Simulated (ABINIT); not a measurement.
# Quasiparticle gap of KCl (Sylvite) in ABINIT, part 2 of 3

How does a plane-wave GW calculation on KCl (Sylvite) run from the first input to the gap?

ABINIT 10.8.3; PBE and many-body steps on it, plane waves. Known limits of the many-body steps: not at the basis limit.

So far. Step 2 (Ground state): The gap is direct, at Γ.

## Step 3: Bands along the symmetry lines

Level of this step: DFT, PBE, plane waves, norm-conserving pseudopotentials (ABINIT).

Levels along a band path, at the cheap level, show where the edges lie and whether the meshes to come will hold them.

Contents of run.abi:

```
acell 3*1.0 Angstrom
rprim 
  -0.000000000000 3.146470000000 3.146470000000
  3.146470000000 0.000000000000 3.146470000000
  3.146470000000 3.146470000000 -0.000000000000
ntypat 2
znucl 19 17
natom 2
typat 1 2
xred 
  0.000000000000 0.000000000000 0.000000000000
  0.500000000000 0.500000000000 0.500000000000
pp_dirpath "pseudos"
pseudos "K.upf, Cl.upf"
ecut 33
iscf -2
irdden 1
kptopt 0
nkpt 50
kpt 
  0.00000000 0.00000000 0.00000000
  0.06250000 0.00000000 0.06250000
  0.12500000 0.00000000 0.12500000
  0.18750000 0.00000000 0.18750000
  0.25000000 0.00000000 0.25000000
  0.31250000 0.00000000 0.31250000
  0.37500000 0.00000000 0.37500000
  0.43750000 0.00000000 0.43750000
  0.50000000 0.00000000 0.50000000
  0.51562500 0.03125000 0.51562500
  0.53125000 0.06250000 0.53125000
  0.54687500 0.09375000 0.54687500
  0.56250000 0.12500000 0.56250000
  0.57812500 0.15625000 0.57812500
  0.59375000 0.18750000 0.59375000
  0.60937500 0.21875000 0.60937500
  0.62500000 0.25000000 0.62500000
  0.37500000 0.37500000 0.75000000
  0.32812500 0.32812500 0.65625000
  0.28125000 0.28125000 0.56250000
  0.23437500 0.23437500 0.46875000
  0.18750000 0.18750000 0.37500000
  0.14062500 0.14062500 0.28125000
  0.09375000 0.09375000 0.18750000
  0.04687500 0.04687500 0.09375000
  0.00000000 0.00000000 0.00000000
  0.06250000 0.06250000 0.06250000
  0.12500000 0.12500000 0.12500000
  0.18750000 0.18750000 0.18750000
  0.25000000 0.25000000 0.25000000
  0.31250000 0.31250000 0.31250000
  0.37500000 0.37500000 0.37500000
  0.43750000 0.43750000 0.43750000
  0.50000000 0.50000000 0.50000000
  0.50000000 0.46875000 0.53125000
  0.50000000 0.43750000 0.56250000
  0.50000000 0.40625000 0.59375000
  0.50000000 0.37500000 0.62500000
  0.50000000 0.34375000 0.65625000
  0.50000000 0.31250000 0.68750000
  0.50000000 0.28125000 0.71875000
  0.50000000 0.25000000 0.75000000
  0.50000000 0.21875000 0.71875000
  0.50000000 0.18750000 0.68750000
  0.50000000 0.15625000 0.65625000
  0.50000000 0.12500000 0.62500000
  0.50000000 0.09375000 0.59375000
  0.50000000 0.06250000 0.56250000
  0.50000000 0.03125000 0.53125000
  0.50000000 0.00000000 0.50000000
istwfk *1
nband 15
nbdbuf 2
tolwfr 1e-08
nstep 40
prtwf 0
prtvol 0
indata_prefix "in"
outdata_prefix "out"
tmpdata_prefix "tmp"
```

Run with:

```
> OMP_NUM_THREADS=1 mpirun -n 4 abinit run.abi > log
```

Numbers of over 12 decimals in the logs are rounded to 6 here.

The log of the run:

```text
.Version 10.8.3 of ABINIT. v10.8.2 released Aug 2026.

 Symmetries : space group Fm -3 m (#225); Bravais cF (face-center cubic)
[... echo of the input left out ...]
== DATASET  1 ==================================================================
-   mpi_nproc: 4, omp_nthreads: 1 (-1 if OMP is not activated)

--- !DatasetInfo
iteration_state: {dtset: 1, }
dimensions: {natom: 2, nkpt: 50, mband: 15, nsppol: 1, nspinor: 1, nspden: 1, mpw: 3840, }
cutoff_energies: {ecut:  33.0, pawecutdg:  -1.0, }
electrons: {nelect:   1.60000000E+01, charge:   0.00000000E+00, occopt:   1.00000000E+00, tsmear:   1.00000000E-02, }

 Real(R)+Recip(G) space primitive vectors, cartesian coordinates (Bohr,Bohr^-1):
 R(1)=  0.0000000  5.9459666  5.9459666  G(1)= -0.0840906  0.0840906  0.0840906
 R(2)=  5.9459666  0.0000000  5.9459666  G(2)=  0.0840906 -0.0840906  0.0840906
 R(3)=  5.9459666  5.9459666  0.0000000  G(3)=  0.0840906  0.0840906 -0.0840906
 Unit cell volume ucvol=  4.2043357E+02 bohr^3
 Angles (23,13,12)=  6.00000000E+01  6.00000000E+01  6.00000000E+01 degrees

 getcut: wavevector=  0.0000  0.0000  0.0000  ngfft=  45  45  45
         ecut(hartree)=     33.000   => boxcut(ratio)=   2.02345

--- Pseudopotential description ------------------------------------------------
- K Generated using ONCVPSP code by D. R. Hamann
- 19.00000   9.00000  171031                  znucl, zion, pspdat
12 -101130 2 -1 2222                          pspcod,pspxc,lmax,lloc,mmax
     nproj     2     2     2
  pspatm : epsatm=    8.42413758
         --- l  ekb(1:nproj) -->
             0   10.871123    0.806704
             1    4.379001    0.553647
             2   -3.405842   -1.029115
 pspatm: atomic psp has been read  and splines computed

- Cl Generated using ONCVPSP code by D. R. Hamann
- 17.00000   7.00000  171031                  znucl, zion, pspdat
12 -101130 2 -1 1028                          pspcod,pspxc,lmax,lloc,mmax
     nproj     2     2     2
  pspatm : epsatm=    9.12776517
         --- l  ekb(1:nproj) -->
[...]
pspatm: atomic psp has been read  and splines computed

--------------------------------------------------------------------------------

================================================================================
 prteigrs : about to open file out_EIG
 Non-SCF case, kpt    1 (  0.00000  0.00000  0.00000), residuals and eigenvalues=
  2.09E-09  4.81E-09  2.24E-09  3.41E-09  5.60E-09  2.96E-09  2.53E-09  6.06E-09
  8.74E-09  4.40E-09  6.33E-09  6.17E-09  4.18E-09  5.06E-09  2.12E-08
 -1.0079E+00 -4.5382E-01 -4.0010E-01 -4.0010E-01 -4.0010E-01 -8.5044E-03
 -8.5044E-03 -8.5044E-03  1.8221E-01  2.9896E-01  2.9896E-01  2.9896E-01
[...]
Non-SCF case, kpt    2 (  0.06250  0.00000  0.06250), residuals and eigenvalues=
  9.47E-09  3.07E-09  2.00E-09  7.17E-09  8.18E-09  3.97E-09  3.18E-09  9.72E-09
[...]
4.28E-09  5.02E-09  4.74E-09  9.96E-09  6.18E-09  4.12E-09  2.61E-09  9.52E-09
  8.70E-09  6.07E-09  5.35E-09  6.95E-09  8.24E-09  6.21E-09  2.42E-06
[...]
Non-SCF case, kpt   49 (  0.50000  0.03125  0.53125), residuals and eigenvalues=
[...]
Non-SCF case, kpt   50 (  0.50000  0.00000  0.50000), residuals and eigenvalues=
[...]
-1.0074E+00 -4.5018E-01 -4.0531E-01 -4.0214E-01 -4.0214E-01 -3.2597E-02
 -1.6693E-02 -1.6693E-02  2.3146E-01  2.9798E-01  3.6150E-01  3.6578E-01
[...]
--- !ResultsGS
iteration_state: {dtset: 1, }
comment   : Summary of ground state results
lattice_vectors:
- [ -0.0000000,   5.9459666,   5.9459666, ]
- [  5.9459666,   0.0000000,   5.9459666, ]
- [  5.9459666,   5.9459666,  -0.0000000, ]
lattice_lengths: [   8.40887,    8.40887,    8.40887, ]
lattice_angles: [ 60.000,  60.000,  60.000, ] # degrees, (23, 13, 12)
lattice_volume:   4.2043357E+02
convergence: {deltae:  0.000E+00, res2:  0.000E+00, residm:  9.991E-09, diffor:  0.000E+00, }
etotal    :  -4.65983682E+01
entropy   :   0.00000000E+00
fermie    :  -8.50435789E-03
cartesian_stress_tensor: null
pressure_GPa: null
xred      :
- [  0.0000E+00,   0.0000E+00,   0.0000E+00,  K]
- [  5.0000E-01,   5.0000E-01,   5.0000E-01, Cl]
cartesian_forces: null
force_length_stats: {min: null, max: null, mean: null, }

 Integrated electronic density in atomic spheres:
 ------------------------------------------------
 Atom  Sphere_radius  Integrated_density
[...]
================================================================================

 ----iterations are completed or convergence reached----

 Mean square residual over all n,k,spin=   59.207E-10; max=  99.909E-10
 reduced coordinates (array xred) for    2 atoms
       0.000000000000      0.000000000000      0.000000000000
       0.500000000000      0.500000000000      0.500000000000

 cartesian coordinates (angstrom) at end:
    1      0.000000     0.000000     0.000000
    2      3.146470     3.146470     3.146470
 length scales=  1.889726125908  1.889726125908  1.889726125908 bohr
              =  1.000000000000  1.000000000000  1.000000000000 angstroms
 prteigrs : about to open file out_EIG
 Eigenvalues (hartree) for nkpt=  50  k points:
 kpt#   1, nband= 15, wtk=  1.00000, kpt=  0.0000  0.0000  0.0000 (reduced coord)
[...]
kpt#   2, nband= 15, wtk=  1.00000, kpt=  0.0625  0.0000  0.0625 (reduced coord)
[...]
kpt#   3, nband= 15, wtk=  1.00000, kpt=  0.1250  0.0000  0.1250 (reduced coord)
[...]
kpt#  49, nband= 15, wtk=  1.00000, kpt=  0.5000  0.0313  0.5313 (reduced coord)
  -1.00742   -0.45033   -0.40528   -0.40217   -0.40193   -0.03248   -0.01708   -0.01690
   0.23245    0.29919    0.35943    0.36660    0.37969    0.41827    0.41945
 kpt#  50, nband= 15, wtk=  1.00000, kpt=  0.5000  0.0000  0.5000 (reduced coord)
  -1.00742   -0.45018   -0.40531   -0.40214   -0.40214   -0.03260   -0.01669   -0.01669
   0.23146    0.29798    0.36150    0.36578    0.38035    0.41824    0.41824

== END DATASET(S) ==============================================================
================================================================================

 -outvars: echo values of variables after computation  --------
            nband          15
             nkpt          50
          spgroup         225
 [... the other variables as echoed above ...]

 Calculation completed.
```

Run time: 21 s. Hardware: 4 MPI ranks of Arm Neoverse V1, shared host; peak memory 0.3 GiB.

Numbers from this step:

```
gap                        : 5.189 eV
k of the valence top       : 0, 0, 0
k of the conduction bottom : 0, 0, 0
least direct gap           : 5.189 eV
```

The gap is 5.189 eV, as in the run before at this level.

The electronic bands at the labelled points (eV, zero at the top of the highest filled band; v1 is the highest filled band, c1 the lowest empty one):

| point | v4 | v3 | v2 | v1 | c1 | c2 | c3 | c4 |
| --- | --- | --- | --- | --- | --- | --- | --- | --- |
| Γ | -10.66 | 0.00 | 0.00 | 0.00 | 5.19 | 8.37 | 8.37 | 8.37 |
| halfway | -10.58 | -0.63 | -0.13 | -0.13 | 6.64 | 7.24 | 9.66 | 9.84 |
| X | -10.71 | -0.66 | -0.22 | -0.22 | 6.53 | 8.34 | 10.07 | 10.18 |
| halfway | -10.68 | -0.63 | -0.32 | -0.24 | 6.74 | 8.60 | 9.70 | 10.36 |
| U | -10.60 | -0.56 | -0.55 | -0.29 | 7.27 | 9.07 | 9.30 | 10.07 |
| jump to K | -10.60 | -0.56 | -0.55 | -0.29 | 7.27 | 9.07 | 9.30 | 10.07 |
| halfway | -10.51 | -0.69 | -0.24 | -0.20 | 6.89 | 7.97 | 9.19 | 9.85 |
| Γ | -10.66 | 0.00 | 0.00 | 0.00 | 5.19 | 8.37 | 8.37 | 8.37 |
| halfway | -10.53 | -0.59 | -0.17 | -0.17 | 6.45 | 8.16 | 9.11 | 9.11 |
| L | -10.42 | -1.05 | -0.32 | -0.32 | 7.58 | 8.60 | 10.50 | 10.50 |
| halfway | -10.51 | -0.84 | -0.40 | -0.33 | 7.84 | 8.34 | 10.04 | 10.14 |
| W | -10.57 | -0.49 | -0.47 | -0.47 | 8.03 | 8.03 | 9.44 | 9.85 |
| halfway | -10.64 | -0.61 | -0.36 | -0.30 | 6.95 | 8.80 | 9.34 | 10.32 |
| X | -10.71 | -0.66 | -0.22 | -0.22 | 6.53 | 8.34 | 10.07 | 10.18 |

The electronic bands as a text plot (rows in eV, shown from -8.0 to 9.2 only):

```
    8.9 |+ ++          +++++    +++++ ++ ++++   +++++       +++
    8.1 |++++      ++++     ++++++++++++++++++++     +++++++   ++
    7.4 |    ++++++      +++  ++               +++++++     ++
    6.7 |     +++++++++++       +           +++              ++++
    6.0 |  +++                   ++++      +
    5.3 |++                          ++++++
    4.6 |
    3.8 |
    3.1 |
    2.4 |
    1.7 |
    1.0 |
    0.3 |*****                     ********
   -0.5 |  **************************    ************************
   -1.2 |                                      ********
   -1.9 |
   -2.6 |
   -3.3 |
   -4.1 |
   -4.8 |
   -5.5 |
   -6.2 |
   -6.9 |
   -7.6 |
         Γ           X  U|K            Γ         L        W     X
```

## Step 4: Empty states on the mesh, 4×4×4 mesh, 157 bands

The sums over transitions need many empty states on a uniform mesh; this step solves for them.

Contents of run.abi:

```
acell 3*1.0 Angstrom
rprim 
  -0.000000000000 3.146470000000 3.146470000000
  3.146470000000 0.000000000000 3.146470000000
  3.146470000000 3.146470000000 -0.000000000000
ntypat 2
znucl 19 17
natom 2
typat 1 2
xred 
  0.000000000000 0.000000000000 0.000000000000
  0.500000000000 0.500000000000 0.500000000000
pp_dirpath "pseudos"
pseudos "K.upf, Cl.upf"
ecut 33
ngkpt 4 4 4
nshiftk 1
shiftk 0 0 0
kptopt 1
chksymbreak 0
irdden 1
istwfk *1
nband 157
prtvol 0
optdriver 6
gwr_task "HDIAGO"
paral_kgb 0
occopt 1
indata_prefix "in"
outdata_prefix "out"
tmpdata_prefix "tmp"
```

The log of the run:

```text
[banner, memory and clock lines left out]
.Version 10.8.3 of ABINIT. v10.8.2 released Aug 2026.

 Symmetries : space group Fm -3 m (#225); Bravais cF (face-center cubic)
[... echo of the input left out ...]
== DATASET  1 ==================================================================
-   mpi_nproc: 4, omp_nthreads: 1 (-1 if OMP is not activated)

--- !DatasetInfo
iteration_state: {dtset: 1, }
dimensions: {natom: 2, nkpt: 8, mband: 157, nsppol: 1, nspinor: 1, nspden: 1, mpw: 3839, }
cutoff_energies: {ecut:  33.0, pawecutdg:  -1.0, }
electrons: {nelect:   1.60000000E+01, charge:   0.00000000E+00, occopt:   1.00000000E+00, tsmear:   1.00000000E-02, }

.Using double precision arithmetic; gwpc =  8

- Reading GS density from: in_DEN

--- Pseudopotential description ------------------------------------------------
- K Generated using ONCVPSP code by D. R. Hamann
- 19.00000   9.00000  171031                  znucl, zion, pspdat
12 -101130 2 -1 2222                          pspcod,pspxc,lmax,lloc,mmax
     nproj     2     2     2
  pspatm : epsatm=    8.42413758
         --- l  ekb(1:nproj) -->
             0   10.871123    0.806704
             1    4.379001    0.553647
             2   -3.405842   -1.029115
 pspatm: atomic psp has been read  and splines computed

- Cl Generated using ONCVPSP code by D. R. Hamann
- 17.00000   7.00000  171031                  znucl, zion, pspdat
12 -101130 2 -1 1028                          pspcod,pspxc,lmax,lloc,mmax
     nproj     2     2     2
  pspatm : epsatm=    9.12776517
         --- l  ekb(1:nproj) -->
             0    8.139296    0.698720
             1    3.821713    1.107519
             2   -2.938609   -0.805455
 pspatm: atomic psp has been read  and splines computed

   2.80830444E+02                                ecore*ucvol(ha*bohr**3)

 Total charge density [el/Bohr^3]
)     Maximum=    5.5720E-01  at reduced coord.    0.0667    0.9111    0.9556
)     Minimum=    8.3501E-04  at reduced coord.    0.2444    0.2444    0.2444
   Integrated=    1.6000E+01

 === KS gaps after direct diagonalization ===
 Direct band gap semiconductor
 Fundamental gap:     5.190 (eV)
   VBM:    -0.231 (eV) at k: [ 0.0000E+00,  0.0000E+00,  0.0000E+00]
   CBM:     4.958 (eV) at k: [ 0.0000E+00,  0.0000E+00,  0.0000E+00]
 Direct gap:         5.190 (eV) at k: [ 0.0000E+00,  0.0000E+00,  0.0000E+00]

== END DATASET(S) ==============================================================

 -outvars: echo values of variables after computation  --------
           etotal      0.0000000000E+00
            nband         157
             nkpt           8
          spgroup         225
 [... the other variables as echoed above ...]

 Calculation completed.
```

It took 89 s on 4 MPI ranks; peak memory 3.4 GiB; 6 min of CPU time.

Numbers from this step:

```yaml
gap: 5.190 eV
k_of_the_valence_top: 0, 0, 0
k_of_the_conduction_bottom: 0, 0, 0
least_direct_gap: 5.190 eV
k_points_computed: 8
lowest_point_of_the_top_converged_band_above_the_valence_top: 94.1735 eV
```

On this mesh the gap is 5.190 eV.

## Step 5: Screening, 4×4×4 mesh, 149 bands, screening to 163.3 eV

The RPA dielectric matrix is built and inverted for each q.

This step: RPA screening on PBE, plane waves, norm-conserving pseudopotentials.

Edit run.abi of step 4 so:

```diff
@@ -20,10 +20,11 @@
 chksymbreak 0
-irdden 1
 istwfk *1
-nband 157
-prtvol 0
-optdriver 6
-gwr_task "HDIAGO"
-paral_kgb 0
 occopt 1
+irdwfk 1
+optdriver 3
+nband 149
+ecuteps 6
+inclvkb 2
+awtr 1
+symchi 1
 indata_prefix "in"
```

The log of the run:

```text
.Version 10.8.3 of ABINIT. v10.8.2 released Aug 2026.

 Symmetries : space group Fm -3 m (#225); Bravais cF (face-center cubic)
[... echo of the input left out ...]
== DATASET  1 ==================================================================
-   mpi_nproc: 4, omp_nthreads: 1 (-1 if OMP is not activated)

--- !DatasetInfo
iteration_state: {dtset: 1, }
dimensions: {natom: 2, nkpt: 8, mband: 149, nsppol: 1, nspinor: 1, nspden: 1, mpw: 3839, }
cutoff_energies: {ecut:  33.0, pawecutdg:  -1.0, }
electrons: {nelect:   1.60000000E+01, charge:   0.00000000E+00, occopt:   1.00000000E+00, tsmear:   1.00000000E-02, }

 SCREENING: Calculation of the susceptibility and dielectric matrices

 Based on a program developped by R.W. Godby, V. Olevano, G. Onida, and L. Reining.
 Incorporated in ABINIT by V. Olevano, G.-M. Rignanese, and M. Torrent.
.Using double precision arithmetic ; gwpc =  8

[... cell and pseudopotentials left out ...]
--------------------------------------------------------------------------------

 ==== K-mesh for the wavefunctions ====
 Number of points in the irreducible wedge :     8
[... list of points left out ...]
 Together with 48 symmetry operations and time-reversal symmetry
 yields    64 points in the full Brillouin Zone.

 ==== Q-mesh for the screening function ====
 Number of points in the irreducible wedge :     8
[... list of points left out ...]
 Together with 48 symmetry operations and time-reversal symmetry
 yields    64 points in the full Brillouin Zone.

 setmesh: FFT mesh size selected  =    32x   32x   32
          total number of points  =        32768

 vcoul_init : cutoff-mode = AUXILIARY_FUNCTION
 q-points for optical limit:   1
     1)      0.000010    0.000020    0.000030

- screening: taking advantage of time-reversal symmetry
- Maximum band index for partially occupied states nbvw = 8
- Remaining bands to be divided among processors   nbcw = 141
- Number of bands treated by each node ~35

 Number of electrons calculated from density =   16.0000; Expected =   16.0000
 average of density, n =  0.038056
 r_s =    1.8443
 omega_plasma =   18.8177 [eV]

 calculating chi0 at frequencies [eV] :
  1    0.000000E+00    0.000000E+00
  2    0.000000E+00    1.881772E+01

--------------------------------------------------------------------------------
  q-point number  1        q = ( 0.000000, 0.000000, 0.000000) [r.l.u.]
--------------------------------------------------------------------------------
[... chi0 elements left out ...]
 For q-point:  0.000010 0.000020 0.000030
  dielectric constant =   2.1776
  dielectric constant without local fields =   2.5850

  Average fulfillment of the sum rule on Im[epsilon] for q-point    1 :     76.03  [%]
[... wings left out ...]
  q-point number  2        q = ( 0.250000, 0.000000, 0.000000) [r.l.u.]
--------------------------------------------------------------------------------
[... chi0 elements left out ...]
  Average fulfillment of the sum rule on Im[epsilon] for q-point    2 :     81.07  [%]

 [... 6 further q-points ...]
```

Elapsed: 36 s, on 4 MPI ranks; peak memory 1.2 GiB; 2.4 min of CPU time.

This step gave:

```yaml
eps_infinity_with_local_fields_on_this_mesh_along_the_program_s_q_direction: 2.178
the_same_without_local_fields: 2.585
plasma_frequency: 18.82 eV
plane_waves_in_the_screening_matrix: 283
```

Local fields lower ε∞ by 16 %.

[end of part 2 of 3]

[Paths, hosts, dates, memory and timing lines, banners, echoed tables and standing remarks are left out of the program output.]

[Logs are printed without paths, hosts, clocks, repeated set-up lines and the standing remarks that a program may print on its own settings, such as how far it seeks lower states.]

[Runs of the session that timed out or met a known fault of the program may be left out.]

[Hosts, paths, dates, database ids (printed as entryN), source tags and the programs' standing remarks are cut or masked in the printed files.]

[G0W0 gaps are taken among the corrected bands and points alone; a level outside them can change the order at an edge.]

[Where Ansatz stands beside ABINIT at settings called matched, ABINIT's density can come from a denser mesh and the files from another edition; pairs whose starting gaps differed by over 0.03 eV were left out, so agreement reads better than it is.]
